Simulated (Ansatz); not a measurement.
Rows from a G0W0 calculation on RuIBr (1T monolayer (Janus)) (Ansatz 0.2.0; G0W0 on PBE, plane waves, PAW; 6×6×1 mesh, 234 empty bands, screening to 42 eV), in eV. Spin-orbit coupling is left out.

```csv
row,k,band,start,Σx,Σc at the solution,Vxc
A,"(0.333, 0.333, 0.000)",c1,-3.527,-16.213,-3.797,-21.055
B,"(0.000, 0.167, 0.000)",v1,-4.782,-25.434,3.725,-21.832
C,"(0.333, 0.333, 0.000)",v1,-4.960,-26.379,4.065,-22.472
D,"(0.000, 0.167, 0.000)",c1,-3.473,-15.707,-3.445,-20.157
E,"(0.000, 0.167, 0.000)",c2,-2.913,-16.380,-3.835,-21.218
F,"(0.333, 0.333, 0.000)",c2,-3.216,-16.468,-4.243,-21.762
```

Q: Give the quasiparticle energies and the shift of each level.

The quasiparticle equation reads E = start + Σx + Σc(E) − Vxc.

```csv
row,E (eV),shift (eV)
A,-2.482,+1.045
B,-4.659,+0.123
C,-4.802,+0.158
D,-2.468,+1.005
E,-1.910,+1.003
F,-2.164,+1.052
```

The gap over the computed points goes from 1.25 eV to 2.18 eV.

Limits: not at the basis limit; coarse mesh for a sheet; no spin polarisation; d states lean on the start; no spin-orbit coupling.

[Paths, hosts, dates, memory and timing lines, banners, echoed tables and standing remarks are left out of the program output.]

[Logs are printed without paths, hosts, clocks, repeated set-up lines and the standing remarks that a program may print on its own settings, such as how far it seeks lower states.]

[Runs of the session that timed out or met a known fault of the program may be left out.]

[Cells called generated may have been cut or substituted from an entry of the Crystallography Open Database or the Materials Project.]

[Hosts, paths, dates, database ids (printed as entryN), source tags and the programs' standing remarks are cut or masked in the printed files.]
